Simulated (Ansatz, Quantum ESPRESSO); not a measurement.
# LiY (Pm-3m): phonons and their coupling to the electrons, part 4 of 4

Wanted: the coupling constant λ of LiY (Pm-3m) at ambient pressure.

Quantum ESPRESSO 7.5; DFT PBE, scalar-relativistic, plane waves, PseudoDojo norm-conserving pseudopotentials.

So far, electron-phonon coupling constant: step 10 (sums over the zone) 0.389. Also logarithmic mean frequency weighted by the coupling (K): step 10 160.

The structure was built from a prototype and need not be the compound's stable phase.

**11. The same in Ansatz**

A second program on the same cell, potentials, cutoff and meshes tests the implementation of the phonon response, not its convergence. Its couplings are summed in its own way. Its k mesh is centred on Γ.

This step: DFT PBE, scalar-relativistic, plane waves, PseudoDojo norm-conserving pseudopotentials (Ansatz 0.2.0).

The input, input.yaml:

```yaml
crystal:
  lattice:
    - [3.7163237694, 0.0, 0.0]
    - [0.0, 3.7163237694, 0.0]
    - [0.0, 0.0, 3.7163237694]
  atoms:
    - { symbol: "Y", position: [0.5, 0.5, 0.5] }
    - { symbol: Li, position: [0.0, 0.0, 0.0] }
kpoints:
  mp_grid: { grid: [10, 10, 10] }
hamiltonian:
  xc: pbe
  pseudopotentials: { kind: nc, accuracy: standard }
scf:
  occupations: { method: cold, width: 0.27211 }
output:
  eigenvalues: true
basis:
  ecutwfc: 1006.821
phonons:
  method: dfpt
  qmesh: [2, 2, 2]
  temperatures: { t_max: 1000, t_step: 50 }
  qpath:
    path:
      - [[0.0, 0.0, 0.0], [0.0, 0.5, 0.0], [0.5, 0.5, 0.0], [0.0, 0.0, 0.0], [0.5, 0.5, 0.5], [0.0, 0.5, 0.0]]
      - [[0.5, 0.5, 0.5], [0.5, 0.5, 0.0]]
    npoints: 12
  electrical_resistivity: { temperatures: [77, 300], mesh: [20, 20, 20] }
```

On the command line:

```sh
$ ansatz run input.yaml --threads 4 --pin off --max-ram 8192MiB --backend cpu --events-out ev --progress --plain --runs-dir out
```

Numbers of over 12 decimals in the logs are rounded to 6 here.

The log of the run:

```text
Warning: basis.ecutwfc = 1006.821 eV is below the records' recommended 1006.821291 eV, and the density's cutoff is lower with it unless basis.ecutrho_ratio is high enough to keep the records' density cutoff: compare with a run at a higher cutoff
Engine: ansatz 0.2.0, aarch64-unknown-linux-gnu
Pseudopotentials: kind: nc
Pseudopotential: Y, nc, valence charge 11, recommended cutoff 979.609905 eV (normal), Y.nc.azcp (PseudoDojo's, or run here from an input of PseudoDojo's; its table is named by hamiltonian.pseudopotentials.accuracy)
Pseudopotential: Li, nc, valence charge 3, recommended cutoff 1006.821291 eV (normal), Li.nc.azcp (PseudoDojo's, or run here from an input of PseudoDojo's; its table is named by hamiltonian.pseudopotentials.accuracy)
Functional definition: PBE
  parameter kappa = 0.804
  parameter beta = 0.066725
  exchange = pbe_x(kappa = kappa, mu = beta*pi^2/3)
  correlation = pbe_c(beta = beta)
Crystal: 2 atoms, lattice volume = 51.326 Å³
Basis set: ecut = 1006.821 eV, 3743 PW (Γ), exchange–correlation on 80×80×80 points (8 copies of the dense FFT grid, shifted against one another)
Bands: 11, of which v1, the nominal top of the filled ones, is band 7 counted from 1 (6 counted from 0)
Symmetry: 48 space group operations
k-points: 56 of 1000
Non-local potential: Y, projectors of the file, l = 0: 2, l = 1: 2, l = 2: 2
Non-local potential: Li, projectors of the file, l = 0: 2, l = 1: 2
Initial density: superposition of atomic densities (chi_scale 0.1, normalization cell, long waves kept (reshape's long-wave potential 0.00 eV rms))
Initial wavefunctions: pseudopotential atomic-orbital guess
Functional: x = pbe(κ = 0.804, μ = 0.219515), c = pbe(β = 0.066725)
SCF iter   1: F=—  HF=-1306.152303 eV  |F-HF|=—  |Δ(HF+E_count)|=         —  Δρ=2.01e-2  dr2=5.58e-1  ethr=3.10e-3  ⟨swp⟩=4.6  Hψ=3540  notcnv=0
preconditioner: auto → none  [metal: Δε(μ)=0.039 eV  Ē_g=3.378 eV  σ=0.272 eV  W_gap=0.10  n_scr=6 (ndim 8)  ℏωp=10.4 eV  f_vac=0.000  D(μ)=1.96/eV (n_scr^D=18)  sad-step TF]
SCF iter   2: F=—  HF=-1306.037438 eV  |F-HF|=—  |Δ(HF+E_count)|=   1.15e-1  S|Δr|=    0.00e0  Δρ=1.28e-2  dr2=2.36e-1  ethr=3.10e-3  ⟨swp⟩=1.0  Hψ=1064  notcnv=0
SCF iter   3: F=—  HF=-1305.958557 eV  |F-HF|=—  |Δ(HF+E_count)|=   7.89e-2  S|Δr|=    0.00e0  Δρ=1.05e-3  dr2=1.73e-4  ethr=1.68e-3  ⟨swp⟩=2.0  Hψ=944  notcnv=0
SCF iter   4: F=—  HF=-1305.958997 eV  |F-HF|=—  |Δ(HF+E_count)|=   4.40e-4  S|Δr|=    0.00e0  Δρ=3.12e-4  dr2=2.36e-5  ethr=1.23e-6  ⟨swp⟩=2.5  Hψ=1070  notcnv=0
SCF iter   5: F=—  HF=-1305.958997 eV  |F-HF|=—  |Δ(HF+E_count)|=   1.09e-7  S|Δr|=    0.00e0  Δρ=5.73e-5  dr2=3.00e-6  ethr=1.68e-7  ⟨swp⟩=2.0  Hψ=986  notcnv=0
SCF iter   6: F=—  HF=-1305.958995 eV  |F-HF|=—  |Δ(HF+E_count)|=   1.67e-6  S|Δr|=    0.00e0  Δρ=9.77e-6  dr2=5.98e-8  ethr=2.14e-8  ⟨swp⟩=2.8  Hψ=1002  notcnv=0
SCF iter   7: F=—  HF=-1305.958991 eV  |F-HF|=—  |Δ(HF+E_count)|=   3.93e-6  S|Δr|=    0.00e0  Δρ=1.05e-6  dr2=7.97e-10  ethr=4.27e-10  ⟨swp⟩=2.5  Hψ=1016  notcnv=0
SCF iter   8: F=—  HF=-1305.958991 eV  |F-HF|=—  |Δ(HF+E_count)|=  3.06e-10  S|Δr|=    0.00e0  Δρ=1.28e-7  dr2=1.22e-11  ethr=5.69e-12  ⟨swp⟩=2.5  Hψ=1048  notcnv=0
SCF iter   9: F=-1305.958991 eV  HF=-1305.958991 eV  |F-HF|=2.27e-13  |Δ(HF+E_count)|=  4.55e-12  S|Δr|=    0.00e0  Δρ=1.53e-8  dr2=1.27e-13  ethr=1.00e-12  ⟨swp⟩=7.1  Hψ=3387  notcnv=0
SCF 1 converged in 9 iterations: F = -1305.958991 eV  dr2 = 1.27e-13
Initial density: read from a saved state, or passed on in memory by an earlier SCF of this step, an earlier step, the calling program or the single point that the run made first
iter 1 solved again at ethr=4.47e-8 eV; its pass at ethr=3.10e-3 eV (dr2=6.26e-6 eV) is discarded
[...]
eigensolver tolerance schedule: the retry pair's looser diagonalisation over-reported the residual by 37229.72 of it (diagonalisation noise at 1.16 of the residual, at the tolerance the schedule requests for it); recorded, not acted on — ethr = c·dr2/N_el stays at c = 1.0e-1
preconditioner: auto → none  [metal: Δε(μ)=0.007 eV  Ē_g=3.080 eV  σ=0.272 eV  W_gap=0.02  n_scr=6 (ndim 8)  ℏωp=10.4 eV  f_vac=0.000  D(μ)=2.40/eV (n_scr^D=18)]
[...]
SCF iter   4: F=-1305.958991 eV  HF=-1305.958991 eV  |F-HF|=1.14e-12  |Δ(HF+E_count)|=  1.36e-12  S|Δr|=    0.00e0  Δρ=1.68e-7  dr2=7.86e-12  ethr=1.00e-12  ⟨swp⟩=1.3  Hψ=859  notcnv=0
SCF 2 converged in 4 iterations: F = -1305.958991 eV  dr2 = 7.86e-12
phonons: the bands overlap, so this run is a metal and interpolates without the dipole-dipole term. If the crystal is really an insulator or semiconductor, its LO-TO splitting is missing
NSCF: frozen V_eff on 56 k-points
NSCF: frozen V_eff on 126 k-points
DFPT response loops at q = (0, 0, 0) (fractional): preconditioner auto → Kerker (q_TF=auto, 2.197 Å⁻¹) (partly filled bands, converged f_vac=0.000); β = 1.00, the filter's whole step (`scf.mixing.beta` (0.50) is not read by the response loops under this deck's `scf.mixing.preconditioner`; to damp them name `kerker` or `kerker_dos`, under which they read `scf.mixing.beta`, and type it under 1.00, their step now; both keys bind the ground state too); Broyden in place of MSR1
NSCF: frozen V_eff on 432 k-points
DFPT response loops at q = (0, 0, -0.5) (fractional): mixed as the last ones told, above
NSCF: frozen V_eff on 432 k-points
DFPT response loops at q = (0, -0.5, -0.5) (fractional): mixed as the last ones told, above
NSCF: frozen V_eff on 252 k-points
DFPT response loops at q = (-0.5, -0.5, -0.5) (fractional): mixed as the last ones told, above
SCF iter   1: F=—  HF=-1306.152303 eV  |F-HF|=—  |Δ(HF+E_count)|=         —  Δρ=2.01e-2  dr2=5.58e-1  ethr=3.10e-3  ⟨swp⟩=4.6  Hψ=3540  notcnv=0
SCF iter   2: F=—  HF=-1306.037438 eV  |F-HF|=—  |Δ(HF+E_count)|=   1.15e-1  S|Δr|=    0.00e0  Δρ=1.28e-2  dr2=2.36e-1  ethr=3.10e-3  ⟨swp⟩=1.0  Hψ=1064  notcnv=0
SCF iter   3: F=—  HF=-1305.958557 eV  |F-HF|=—  |Δ(HF+E_count)|=   7.89e-2  S|Δr|=    0.00e0  Δρ=1.05e-3  dr2=1.73e-4  ethr=1.68e-3  ⟨swp⟩=2.0  Hψ=944  notcnv=0
SCF iter   4: F=—  HF=-1305.958997 eV  |F-HF|=—  |Δ(HF+E_count)|=   4.40e-4  S|Δr|=    0.00e0  Δρ=3.12e-4  dr2=2.36e-5  ethr=1.23e-6  ⟨swp⟩=2.5  Hψ=1070  notcnv=0
SCF iter   5: F=—  HF=-1305.958997 eV  |F-HF|=—  |Δ(HF+E_count)|=   1.09e-7  S|Δr|=    0.00e0  Δρ=5.73e-5  dr2=3.00e-6  ethr=1.68e-7  ⟨swp⟩=2.0  Hψ=986  notcnv=0
SCF iter   6: F=—  HF=-1305.958995 eV  |F-HF|=—  |Δ(HF+E_count)|=   1.67e-6  S|Δr|=    0.00e0  Δρ=9.77e-6  dr2=5.98e-8  ethr=2.14e-8  ⟨swp⟩=2.8  Hψ=1002  notcnv=0
SCF iter   7: F=—  HF=-1305.958991 eV  |F-HF|=—  |Δ(HF+E_count)|=   3.93e-6  S|Δr|=    0.00e0  Δρ=1.05e-6  dr2=7.97e-10  ethr=4.27e-10  ⟨swp⟩=2.5  Hψ=1016  notcnv=0
SCF iter   8: F=—  HF=-1305.958991 eV  |F-HF|=—  |Δ(HF+E_count)|=  3.06e-10  S|Δr|=    0.00e0  Δρ=1.28e-7  dr2=1.22e-11  ethr=5.69e-12  ⟨swp⟩=2.5  Hψ=1048  notcnv=0
SCF iter   9: F=-1305.958991 eV  HF=-1305.958991 eV  |F-HF|=4.55e-13  |Δ(HF+E_count)|=  4.77e-12  S|Δr|=    0.00e0  Δρ=1.61e-8  dr2=1.38e-13  ethr=1.00e-12  ⟨swp⟩=2.8  Hψ=1347  notcnv=0
SCF 3 converged in 9 iterations: F = -1305.958991 eV  dr2 = 1.38e-13
NSCF: frozen V_eff on 286 k-points
SCF converged after 9 iterations
Stability not checked: this state was not tested for a lower state beside it, because cold or Methfessel-Paxton smearing, or corrected tetrahedra, fill the levels in a way that the test cannot read (fill_not_monotonic; see scf.lower_state_search)
Free energy (F): -1305.958991 eV
Harris-Foulkes:  -1305.958991 eV  (|F-HF|=2.27e-13)
Internal energy: -1305.953637 eV  (E = F + TS)
E sigma→0 (E₀):  -1305.957206 eV
Entropy (-TS):   -0.005354 eV (-2.677 meV/atom)
Fermi energy:    6.500817 eV
--- Per-component energies (eV) ---
  E_band       = -229.274849
  E_kinetic    = 455.303290
  E_local      = -918.900012  (includes V_loc(G=0)·N_el)
  E_nonlocal   = -10.790092
  E_hartree    = 246.984148
  E_xc         = -261.422046
  E_vxc        = -248.856342  (∫ρ·V_xc dr)
  E_ewald      = -817.128926
  E_smearing   = -0.005354  (= −TS)
  E_closure    = -0.000000  (closes the sum)
  Σ components = -1305.958991   (vs F -1305.958991, Δ=0.00e0)
--- Band table (eV; the first three rows and the last of 56) ---
  k-point 0: bands = [... 3 lower, -16.4673, -16.4673, 2.2254, 6.4242, 6.4242, 10.2266, 10.2266, 10.2266]
  k-point 1: bands = [... 3 lower, -16.4655, -16.4655, 2.3465, 6.4473, 6.4729, 9.8475, 9.8475, 10.2444]
  k-point 2: bands = [... 3 lower, -16.4608, -16.4608, 2.6878, 6.4491, 6.6069, 9.2306, 9.2306, 10.2919]
  k-point 55: bands = [... 3 lower, -16.6268, -16.6268, 5.6243, 5.6243, 5.6243, 10.9167, 10.9167, 10.9167]
--- Phonons (Γ-DFPT): 2 representative perturbations + reference (Σ response iterations 8) ---
  ASR residual: 2.213e-5 → 0.000e0 eV/Å²; symmetrization residual: 3.024e-7 eV/Å²
  ASR residual per site (eV/Å²): 2.21e-5 4.43e-6
  Γ frequencies (cm⁻¹): 0.00 0.00 0.00 325.29 325.29 325.29
--- Phonons (arbitrary-q DFPT): 4 irreducible q on the 2×2×2 mesh ---
  q = [0.0000, 0.0000, 0.0000] (star 1, of the zone-centre solve; hermiticity 2.41e-7, symmetrization 1.17e-14): -0.00 -0.00 0.00 325.29 325.29 325.29
  q = [0.0000, 0.0000, -0.5000] (star 3, 4 solved perturbations in 684 linear systems a pass and spin channel, the states on 216 of 1000 k-point pairs; hermiticity 2.64e-8, symmetrization 1.38e-8, the responses' own estimated error 1.3e-7 eV/Å²): 82.14 82.14 91.80 276.08 319.03 319.03
  q = [0.0000, -0.5000, -0.5000] (star 3, 4 solved perturbations in 684 linear systems a pass and spin channel, the states on 216 of 1000 k-point pairs; hermiticity 1.05e-9, symmetrization 2.54e-12, the responses' own estimated error 1.3e-7 eV/Å²): 62.12 76.74 76.74 267.77 267.77 339.56
  q = [-0.5000, -0.5000, -0.5000] (star 1, 2 solved perturbations on 126 of 1000 k-point pairs; hermiticity 2.53e-12, symmetrization 5.61e-13, the responses' own estimated error 1.2e-7 eV/Å²): 131.88 131.88 131.88 258.13 258.13 258.13
  sum rule: each row above includes the acoustic sum rule's correction from the zone centre's row sums; it moved no ω² by more than (0.42 cm⁻¹)²
  mesh force constants: q→R imaginary residual 1.49e-17; ASR residual 2.213e-5 → 0.000e0 eV/Å²; symmetrization residual 3.553e-15 eV/Å²
  interpolated dispersion: 74 rows × 6 modes
  density of states and harmonic sums: on the 18×18×18 q-mesh, interpolated from the force constants of a 2×2×2 supercell (no non-analytic term)
  largest difference from the sums on the solved wave vectors: F 8.52e-2 eV, S 1.18e-4 and C_V 3.23e-5 eV/K
  zero-point energy: 0.070336 eV/cell   skipped modes (ω ≤ 0): 3   left out of the sums: 8.57e-5 of the cell's modes: C_V's classical limit lies that fraction below 3 k_B per atom; for a crystal, a wire or a layer, F and S can be off by more, and a phonons.interpolated_qmesh denser along its periods is the remedy for the sampling
--- Electrical resistivity: potentials and phonons of a 2×2×2 supercell ---
  scattering by harmonic phonons alone, with no dipole-dipole term; scattering by other electrons, impurities, surfaces and spin disorder is left out, and so is spin–orbit coupling
  the resistivity is that of a variational response, whose dependence on the energy is improved iteratively
  at the Fermi level of each mesh (of a tensor a third of its trace):
           mesh   spin    states/(eV spin)  plasma energy (eV)         λ      λ_tr    ħω_log (meV)
       20×20×20                     1.5672              3.6463    0.3856    0.5050          13.800
       10×10×10                     1.6575              3.6372    0.4024    0.5328          13.674
          5×5×5                     1.0575              2.8710    0.2424    0.3392          15.485
  resistivity on the deck's mesh, µΩ·cm:
     T (K)       trace/3  mesh converged            xx            yy            zz    lowest order   relaxation time
     77.00      6.3418e0              no      6.3418e0      6.3418e0      6.3418e0        6.9145e0          6.3566e0
    300.00      3.9629e1             yes      3.9629e1      3.9629e1      3.9629e1        4.1283e1          3.7945e1
  mean free path at 77 K (of a tensor a third of its trace): 22.2 nm by what each carries, 19.6 by the Fermi surface alone
  Hall coefficient in a weak field at 77 K (a third of the trace): 3.558e-10 m³/C (as a tensor it moves by 4.2 % between the two finest meshes); by each state's relaxation time: 3.660e-10 m³/C; by a constant relaxation time: 3.437e-10 m³/C
  mean free path at 300 K (of a tensor a third of its trace): 3.52 nm by what each carries, 3.13 by the Fermi surface alone
  Hall coefficient in a weak field at 300 K (a third of the trace): 3.812e-10 m³/C (as a tensor it moves by 0.9 % between the two finest meshes); by each state's relaxation time: 3.568e-10 m³/C; by a constant relaxation time: 3.391e-10 m³/C
  the resistivity times a path that all electrons share, by the Fermi surface of the deck's mesh alone (a third of the trace): 1.241e-15 Ω·m²
  not converged in the mesh (λ; λ_tr; the resistivity at 77 K by 6.56 %): between neighbouring meshes, the two finest first, λ moves by 4.37 % and 39.78 %, λ_tr by 5.52 % and 36.34 % and the resistivity by up to 6.56 % and 3.59 %; an estimate, no bound, puts it up to 2.3e-7 % above the Boltzmann equation's exact value after up to 4 iterations (at most 30 are made, fewer where the estimate is under 1.0e-6 % of each spin channel's own resistivity)
  vibrations of 8 cells: unjudged by the run; compare a larger repeat
  the changes of the potential over all sites missed a rigid shift's by 0.00 % (the site terms' by 0.00 %)
  between the force constants' wavevectors the phonons are obtained by Fourier interpolation alone: along a vector of fewer than three repeats the shortest translation of the supercell is 7.433 Å, and under 8.046 Å the phonon self-energy is left out by default: enlarge phonons.supercell (under dfpt, phonons.qmesh)
```

It took 1.8 min on 4 threads of Arm Neoverse V2, shared host; peak memory 1.3 GiB; 6.8 min of CPU time.

Read from the output:

```
sum-rule residual before enforcement                               : 2.21e-5 eV/Å²
electron-phonon coupling constant                                  : 0.3856
logarithmic mean frequency weighted by the coupling                : 160.1 K
lowest mode on the q mesh (acoustic ones at the zone centre apart) : 62.12 cm⁻¹
zero-point energy per atom                                         : 35.17 meV
```

The alpha^2 F has structure finer than the step of the table below, so its rows give means over 1 meV, whole bins alone (the curve runs from 0.082 to 42.0 meV). Peaks (meV: height): 11.3: 0.465, 33.3: 0.831.

Alpha^2 F against phonon energy; means over each step:

```
phonon energy (meV)  alpha^2 F
                  1     4.8e-4
                  2    0.00365
                  3    0.00902
                  4     0.0178
                  5     0.0308
                  6     0.0452
                  7     0.0628
                  8     0.0965
                  9      0.168
                 10      0.185
                 11      0.261
                 12      0.135
                 13     0.0704
                 14     0.0455
                 15     0.0227
                 16    0.00514
                 17          0
                 18          0
                 19          0
                 20          0
                 21          0
                 22          0
                 23          0
                 24          0
                 25          0
                 26          0
                 27          0
                 28          0
                 29          0
                 30          0
                 31          0
                 32     0.0436
                 33      0.552
                 34      0.632
                 35      0.349
                 36      0.237
                 37      0.175
                 38      0.131
                 39      0.102
                 40     0.0694
                 41     0.0122
```

**12. The two compared: QE PseudoDojo and Ansatz, PseudoDojo**

Numbers from this step:

| Item | Value |
| --- | --- |
| root-mean-square difference | 0.04 cm⁻¹ |
| largest difference | 0.06 cm⁻¹ |
| root-mean-square difference on the path | 0.1 cm⁻¹ |
| largest difference on the path | 0.1 cm⁻¹ |

The two runs side by side. Further quantities:

```
 quantity  QE PseudoDojo  Ansatz, PseudoDojo
        λ          0.389               0.386
ω_log (K)          159.6               160.1
```

The interpolated bands of the two lie on top of each other.

At the solved wavevectors the largest difference (acoustic modes at Γ apart) is 0.02 % of the highest mode.

**13. Outcome**

| Item | Value |
| --- | --- |
| space group after relaxation | Pm-3m |
| volume per atom | 25.7 Å³ |
| highest optical zone-centre mode (no LO-TO term) | 325.3 cm⁻¹ |
| q mesh | 2×2×2 |
| lowest mode on the q mesh (acoustic ones at the zone centre apart) | 62.1 cm⁻¹ |
| zero-point energy per atom | 35.1 meV |
| heat capacity at 300 K | 22.9 J/(mol atoms K) |
| vibrational entropy at 300 K | 33.8 J/(mol atoms K) |
| coupling constant for broadenings of 0.01 to 0.04 Ry | 0.35 to 0.40 |
| logarithmic mean frequency over the same range | 150 to 160 K |
| imaginary modes on the q mesh | none |
| largest difference from Ansatz, PseudoDojo | 0.06 cm⁻¹ |

What this shows: λ is about 0.38 and holds within 15 % over the middle broadenings, a weak coupling. λ is 0.39 by Gaussian broadening on the dense mesh and 0.39 by Ansatz's sums without a broadening; neither is converged in the meshes. LiY (Pm-3m) is dynamically stable on the 2×2×2 mesh; its spectrum reaches 340 cm⁻¹. At the PBE level the optical modes of LiY (Pm-3m) at the zone centre lie at 325 cm⁻¹. QE PseudoDojo and Ansatz, PseudoDojo agree to 0.06 cm⁻¹ (0.02 % of the highest mode compared) on all solved modes but the acoustic ones at Γ, without the LO-TO term. These are harmonic frequencies at zero temperature: anharmonic shifts and linewidths and thermal expansion are left out. In a metal the frequencies hang on the k mesh and the smearing, most of all near Kohn anomalies. The q mesh stands for a supercell only 7.4 Å across, so branches between the solved wavevectors are rough. The structure is a hypothetical one, built on a prototype.

[Host names and launcher messages were left out of these logs when they were recorded.]

[Logs are printed without paths, hosts, clocks, repeated set-up lines and the standing remarks that a program may print on its own settings, such as how far it seeks lower states.]

[Hosts, paths, dates, database ids (printed as entryN), source tags and the programs' standing remarks are cut or masked in the printed files.]
